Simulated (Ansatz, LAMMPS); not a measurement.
# Structural relaxation of glassy 62SiO2-36CaO-2P2O5 (mol %) (123 atoms)

Aim: bring glassy 62SiO2-36CaO-2P2O5 (mol %) (123 atoms) to a nearby minimum of the energy and see what moves.

Method: Kohn-Sham DFT, revPBE, PAW (set soft_2), plane waves, in Ansatz 0.2.0.

## Step 1: Set-up

The cell holds 123 atoms: 28 Si, 16 Ca, 2 P and 77 O. Its edges and angles: a = 11.969 Å, b = 11.969 Å, c = 11.969 Å, α = 90.0°, β = 90.0°, γ = 90.0°. 123 atoms (28 Si, 16 Ca, 2 P, 77 O) placed at random at 2.56 g/cm³, melted at 4000 K for 10 ps at fixed volume with the Morse and Coulomb pair potential with partial charges (Pedone, Malavasi, Menziani, Cormack and Segre, J. Phys. Chem. B 110, 11780 (2006)). Quenched from 4000 K to 300 K at 25 K/ps and fixed volume, held 10 ps at zero pressure, then minimised at fixed cell.

Limits known from the start: The quench rate of 25 K/ps is orders of magnitude faster than experiment, which tends to freeze in extra defects. The network of bonds at the start is that of the classical potential that made the cell. Sampling is at Γ alone, for a cell whose shortest periodic width is 12 Å.

## Step 2: The classical run that made the cell

A classical potential supplies the starting structure, since it reaches far longer times than DFT.

This step: classical MD, Morse and Coulomb pair potential with partial charges (Pedone, Malavasi, Menziani, Cormack and Segre, J. Phys. Chem. B 110, 11780 (2006)) (LAMMPS 22 Jul 2025 - Update 4).

File in.lmp:

```
# melt-quench of Si28Ca16P2O77
units metal
atom_style charge
boundary p p p
region box block 0 12.0889 0 12.0889 0 12.0889
create_box 4 box
mass 1 28.0850   # Si
mass 2 40.0780   # Ca
mass 3 30.9738   # P
mass 4 15.9990   # O
create_atoms 1 random 28 44808 NULL overlap 1.5 maxtry 2000
create_atoms 2 random 16 44815 NULL overlap 1.5 maxtry 2000
create_atoms 3 random 2 44822 NULL overlap 1.5 maxtry 2000
create_atoms 4 random 77 44829 NULL overlap 1.5 maxtry 2000
pair_style hybrid/overlay pedone 5.5 coul/long 8.0
pair_coeff * * coul/long
pair_coeff 1 4 pedone 0.340554 2.006700 2.100000 1   # Si-O
pair_coeff 2 4 pedone 0.030211 2.241334 2.923245 5   # Ca-O
pair_coeff 3 4 pedone 0.831326 2.585833 1.800790 1   # P-O
pair_coeff 4 4 pedone 0.042395 1.379316 3.618701 22   # O-O
set type 1 charge 2.4
set type 2 charge 1.2
set type 3 charge 3
set type 4 charge -1.2
kspace_style pppm 1.0e-4
neigh_modify delay 0 every 1 check yes
thermo_style custom step time temp pe press density
thermo_modify norm yes
timestep 0.002
thermo 100
min_style cg
minimize 1e-4 1e-4 200 2000
reset_timestep 0
velocity all create 4000 44809 mom yes dist gaussian
# [... 14 lines left out ...]
thermo 1666
fix md all npt temp 300 300 0.2 iso 0 0 2
run 5000 post no
unfix md
thermo 100
min_style cg
minimize 0 1e-3 2000 20000
write_dump all custom glass.dump id type xs ys zs modify sort id
```

Launch:

```sh
$ lmp -in in.lmp -log none -nocite
```

Numbers of over 12 decimals in the logs are rounded to 6 here.

Log:

```text
LAMMPS (22 Jul 2025 - Update 4)
Created orthogonal box = (0 0 0) to (12.0889 12.0889 12.0889)
Created 28 atoms
Created 16 atoms
Created 2 atoms
Created 77 atoms
PPPM initialization ...
  G vector (1/distance) = 0.37278417
  grid = 12 12 12
  estimated relative force accuracy = 9.213159e-05
   Step          Time           Temp          PotEng         Press         Density
         0   0              0             -0.41775074     766760.36      2.5579781
        88   0.176          0             -15.125728     -10660.089      2.5579781
Loop time of 0.0499044 s on 1 MPI rank(s) for 88 steps with 123 atoms
Minimization stats:
  Stopping criterion = energy tolerance
[... 37 lines left out ...]
     84966   169.932        317.41704     -15.28857       7510.7073      2.6359882
     85000   170            319.86601     -15.289444     -5892.3648      2.635902
Loop time of 2.30822 s on 1 MPI rank(s) for 5000 steps with 123 atoms
   Step          Time           Temp          PotEng         Press         Density
     85000   170            319.86601     -15.289446     -5893.4524      2.635902
     85021   170.042        319.86601     -15.332293      2523.9083      2.635902
Loop time of 0.0310149 s on 1 MPI rank(s) for 21 steps with 123 atoms
Minimization stats:
  Stopping criterion = linesearch alpha is zero
  Energy initial, next-to-last, final =
     -15.2894457801999  -15.3322930364303  -15.3322930364303
  Force two-norm initial, final = 15.579475 1.0010889
  Iterations, force evaluations = 21 77
```

It took 31 s on 1 thread of Intel Xeon 6975P-C (Granite Rapids), shared host; peak memory 0.07 GiB.

## Step 3: Single point at the start

The forces at the start show how far the geometry lies from a minimum of this functional.

File input.yaml:

```yaml
crystal:
  lattice:
    - [11.96858, 0.0, 0.0]
    - [0.0, 11.96858, 0.0]
    - [0.0, 0.0, 11.96858]
  atoms:
    - { symbol: Si, position: [0.15039, 0.90575, 0.97005] }
    - { symbol: Si, position: [0.79872, 0.61712, 0.74612] }
    - { symbol: Si, position: [0.49187, 0.08418, 0.43244] }
    - { symbol: Si, position: [0.55343, 0.63006, 0.49572] }
    - { symbol: Si, position: [0.79527, 0.32749, 0.16369] }
    - { symbol: Si, position: [0.59956, 0.27248, 0.00436] }
    - { symbol: Si, position: [0.52336, 0.64912, 0.08116] }
    - { symbol: Si, position: [0.59062, 0.50311, 0.87075] }
    - { symbol: Si, position: [0.18192, 0.48546, 0.89242] }
    - { symbol: Si, position: [0.5357, 0.0441, 0.67566] }
    - { symbol: Si, position: [0.26214, 0.68288, 0.06745] }
    - { symbol: Si, position: [0.27879, 0.37389, 0.29968] }
    - { symbol: Si, position: [0.32743, 0.27168, 0.53761] }
    - { symbol: Si, position: [0.0804, 0.89194, 0.46094] }
    - { symbol: Si, position: [0.16661, 0.70479, 0.31658] }
    - { symbol: Si, position: [0.02168, 0.05969, 0.12479] }
    - { symbol: Si, position: [0.8402, 0.99738, 0.48864] }
    - { symbol: Si, position: [0.64284, 0.28724, 0.36869] }
    - { symbol: Si, position: [0.7896, 0.97974, 0.24279] }
    - { symbol: Si, position: [0.84957, 0.54933, 0.06425] }
    - { symbol: Si, position: [0.49243, 0.49877, 0.28467] }
    - { symbol: Si, position: [0.05939, 0.47207, 0.38386] }
    - { symbol: Si, position: [0.54612, 0.8399, 0.83973] }
    - { symbol: Si, position: [0.76823, 0.14377, 0.70315] }
    - { symbol: Si, position: [0.37443, 0.45717, 0.72301] }
    - { symbol: Si, position: [0.37098, 0.22077, 0.10602] }
    - { symbol: Si, position: [0.71843, 0.77702, 0.01472] }
    - { symbol: Si, position: [0.39645, 0.71076, 0.67677] }
    - { symbol: Ca, position: [0.39816, 0.07299, 0.91173] }
    - { symbol: Ca, position: [0.94115, 0.38541, 0.81223] }
    - { symbol: Ca, position: [0.10066, 0.30422, 0.11414] }
    - { symbol: Ca, position: [0.36096, 0.86436, 0.48173] }
    [... 85 atom lines left out ...]
    - { symbol: O, position: [0.77297, 0.65896, 0.04046] }
    - { symbol: O, position: [0.49049, 0.28233, 0.08768] }
    - { symbol: O, position: [0.66503, 0.70636, 0.4643] }
    - { symbol: O, position: [0.2253, 0.5726, 0.99463] }
    - { symbol: O, position: [0.7173, 0.26425, 0.07029] }
    - { symbol: O, position: [0.30929, 0.3415, 0.42353] }
kpoints:
  mp_grid: { grid: [1, 1, 1] }
hamiltonian:
  xc: revpbe
scf:
  occupations: { method: fixed }
output:
  forces: true
  stress: true
  populations: true
  dos:
    method: { smearing: { sigma: 0.1 } }
    de: 0.1
    projected: { site_lists: { Ca: [Ca], O: [O], P: [P], Si: [Si] } }
  eigenvalues: true
```

Launch:

```sh
$ ansatz run input.yaml --threads 4 --pin off --max-ram 8192MiB --backend cpu --events-out ev --progress --plain --runs-dir out
```

Log:

```text
Engine: ansatz 0.2.0, x86_64-unknown-linux-gnu
Pseudopotentials: kind: paw
Pseudopotential: Si, paw, valence charge 4, recommended cutoff 420 eV (normal), Si.paw.azcp
Pseudopotential: Ca, paw, valence charge 10, recommended cutoff 420 eV (normal), Ca.paw.azcp
Pseudopotential: P, paw, valence charge 5, recommended cutoff 420 eV (normal), P.paw.azcp
Pseudopotential: O, paw, valence charge 6, recommended cutoff 420 eV (normal), O.paw.azcp
[... 5 lines on functional and potentials left out ...]
Crystal: 123 atoms, lattice volume = 1714.462 Å³
Basis set: ecut = 420 eV, 33371 PW (Γ), exchange–correlation on 160×160×160 points (8 copies of the dense FFT grid, shifted against one another)
Bands: 495, of which v1, the nominal top of the filled ones, is band 372 counted from 1 (371 counted from 0)
Symmetry: 1 space group operations
Space group: P1 (ITA 1), of the structure as read, at distance tolerance 1.2e-4 Å
k-points: 1
[... 13 lines on functional and potentials left out ...]
Initial density: superposition of atomic densities (neutral atoms: chi_scale 0, normalization atom), corrected by the library's trained network
Initial wavefunctions: pseudopotential atomic-orbital guess
Functional: x = revpbe(κ = 1.245, μ = 0.219515), c = pbe(β = 0.066725)
SCF iter   1: F=—  HF=-92436.965725 eV  |F-HF|=—  |Δ(HF+E_count)|=         —  Δρ=3.53e-3  dr2=2.38e-1  ethr=1.77e-3  ⟨swp⟩=6.0  Hψ=1934  notcnv=0  defer=121
preconditioner: auto → Resta (q_TF=auto, 2.374 Å⁻¹)  ε∞=3.1  [insulator: Δε(μ)=3.746 eV  Ē_g=16.394 eV  n_scr=388 (ndim 8)  ℏωp=23.9 eV  f_vac=0.134  ε∞_Penn≈3.1]
SCF iter   2: F=—  HF=-92436.939445 eV  |F-HF|=—  |Δ(HF+E_count)|=   2.63e-2  Δρ=1.78e-3  dr2=3.73e-2  ethr=3.20e-5  ⟨swp⟩=4.0  Hψ=890  notcnv=0  defer=121
SCF iter   3: F=—  HF=-92436.947392 eV  |F-HF|=—  |Δ(HF+E_count)|=   7.95e-3  Δρ=7.17e-4  dr2=1.12e-2  ethr=5.02e-6  ⟨swp⟩=4.0  Hψ=581  notcnv=0  defer=121
SCF iter   4: F=—  HF=-92436.950064 eV  |F-HF|=—  |Δ(HF+E_count)|=   2.67e-3  Δρ=2.26e-4  dr2=8.91e-4  ethr=1.50e-6  ⟨swp⟩=4.0  Hψ=713  notcnv=0  defer=121
SCF iter   5: F=—  HF=-92436.950481 eV  |F-HF|=—  |Δ(HF+E_count)|=   4.17e-4  Δρ=1.11e-4  dr2=1.98e-4  ethr=1.20e-7  ⟨swp⟩=3.0  Hψ=733  notcnv=0  defer=121
SCF iter   6: F=—  HF=-92436.950705 eV  |F-HF|=—  |Δ(HF+E_count)|=   2.24e-4  Δρ=3.01e-5  dr2=1.74e-5  ethr=2.66e-8  ⟨swp⟩=2.0  Hψ=735  notcnv=0  defer=121
SCF iter   7: F=—  HF=-92436.950836 eV  |F-HF|=—  |Δ(HF+E_count)|=   1.31e-4  Δρ=1.87e-5  dr2=4.65e-6  ethr=2.34e-9  ⟨swp⟩=3.0  Hψ=960  notcnv=0  defer=121
SCF iter   8: F=—  HF=-92436.950840 eV  |F-HF|=—  |Δ(HF+E_count)|=   3.26e-6  Δρ=5.89e-6  dr2=5.00e-7  ethr=6.25e-10  ⟨swp⟩=2.0  Hψ=663  notcnv=0  defer=121
SCF iter   9: F=-92436.950841 eV  HF=-92436.950841 eV  |F-HF|=4.62e-8  |Δ(HF+E_count)|=   1.28e-6  Δρ=2.36e-6  dr2=8.63e-8  ethr=1.34e-11  ⟨swp⟩=25.0  Hψ=4887  notcnv=0
SCF 1 converged in 9 iterations: F = -92436.950841 eV  dr2 = 8.63e-8
  greatest PAW one-centre occupation: 0.995 electrons in one spin orbital (limit 2), on the Ca atom at site 28 (counted from 0), in its partial waves of l = 0
SCF converged after 9 iterations
Free energy (F): -92436.950841 eV
Harris-Foulkes:  -92436.950841 eV  (|F-HF|=4.62e-8)
Internal energy: -92436.950841 eV  (E = F + TS)
E sigma→0 (E₀):  -92436.950841 eV
Fermi energy:    4.728670 eV
--- Per-component energies (eV) ---
  E_band       = -4347.547762
  E_kinetic    = 19677.774389
  E_local      = -50586.947806  (includes V_loc(G=0)·N_el)
  E_nonlocal   = 5388.529146
  E_hartree    = 18318.357409
  E_xc         = -9678.257916
  E_vxc        = -11561.441789  (∫ρ·V_xc dr)
  E_paw        = -41653.187708  (= ΣΔE_a)
  E_vpaw       = -3902.373000  (= ΣTr[D̂ρ^β])
  E_aug_tail   = 0.195394  (compensation charges beyond the density's cutoff)
  E_ewald      = -33901.045864
  E_core_change = -2.367884  (= ΣΔE_core)
  E_smearing   = -0.000000  (= −TS)
  E_closure    = -0.000000  (closes the sum)
  Σ components = -92436.950841   (vs F -92436.950841, Δ=0.00e0)
--- Forces (eV/Å), atoms counted from 1 ---
  atom   1  Si    -0.58350201     0.35772504     1.20240501
  atom   2  Si    -0.09241171     0.42659723    -1.49229345
  atom   3  Si     0.14386054     1.47635334     1.54456745
  atom   4  Si     1.22885109    -1.03101239     1.82664955
  atom   5  Si    -1.24198457     1.40507930    -0.94488642
  atom   6  Si    -1.57313876     0.01046657     0.50206634
  atom   7  Si     0.29109782    -0.35578927    -0.57454455
  atom   8  Si    -0.44899101    -0.39166751     1.28709851
  atom   9  Si     0.76979715     1.86456341     0.04674329
  atom  10  Si     0.07395686    -0.40830028     0.25649287
  atom  11  Si    -0.69684081    -0.49821418    -0.32955961
  atom  12  Si     0.96020837     0.00790610     0.62825724
  atom  13  Si    -0.57643847    -0.25039808    -1.06297097
  atom  14  Si     0.06620460    -1.04649472    -0.19815369
[...]
atom 122  O      0.82058975    -0.71939544    -0.06664812
  atom 123  O      0.18936151     0.04484445     1.21015941
  max |Σ_I F_I| component: 2.05e-4 eV/Å
--- Stress (GPa, compression-positive) ---
        8.519826      -1.189942       0.939249
       -1.189941       5.982244      -0.206682
        0.939248      -0.206682       7.912167
  P = ⅓ Tr σ = 7.4714 GPa (74.714 kbar)
--- Band table (eV) ---
  k-point 0: bands = ["-35.1630", "-35.1137", "-34.9716", "-34.8935", [... 479 levels ...], "13.0082", "13.0798", "13.1432", "13.1690", "13.2132", "13.2468", "13.2517", "13.2889", "13.3343", "13.3361", "13.3800", "13.4285"]
--- Löwdin populations: 123 sites ---
  site symbol       q [e]
     0     Si      2.3399
     1     Si      2.3040
     2     Si      2.2785
[...]
122      O      6.8117
  spilling = 0.014364 (of n_electrons = 744.000000)
```

Elapsed: 18 s, on 4 threads of Intel Xeon 6975P-C (Granite Rapids), shared host; peak memory 2.5 GiB.

In the SCF lines HF is the Harris–Foulkes energy and dr2 the Hartree energy of the density residual, in eV; the loop may stop once dr2 is under the threshold and the program's other checks hold. Hψ counts applications of the Hamiltonian.

The run gave:

```
free energy                                      : -92436.9508 eV
free energy per atom                             : -751.5199 eV/atom
SCF cycles                                       : 9
pressure                                         : 7.471 GPa
r.m.s. force component                           : 0.9988 eV/Å
longest force                                    : 3.373 eV/Å
Fermi energy                                     : 4.729 eV
gap (highest filled to lowest empty level) : 3.658 eV
spilling of the projection                       : 0.01436
```

The r.m.s. force component of 1.00 eV/Å and the pressure of 7.5 GPa set the starting point.

Length of the force by element:

| element | coordination | atoms | mean length of the force (eV/Å) | spread | least | most |
| --- | --- | --- | --- | --- | --- | --- |
| Ca | all | 16 | 0.783 | 0.236 | 0.398 | 1.20 |
| O | all | 77 | 1.79 | 0.717 | 0.363 | 3.37 |
| P | all | 2 | 1.57 | 0.202 | 1.37 | 1.78 |
| Si | all | 28 | 1.47 | 0.469 | 0.488 | 2.43 |

[end of part 1 of 3]

[Logs are printed without paths, hosts, clocks, repeated set-up lines and the standing remarks that a program may print on its own settings, such as how far it seeks lower states.]

[Hosts, paths, dates, database ids (printed as entryN), source tags and the programs' standing remarks are cut or masked in the printed files.]
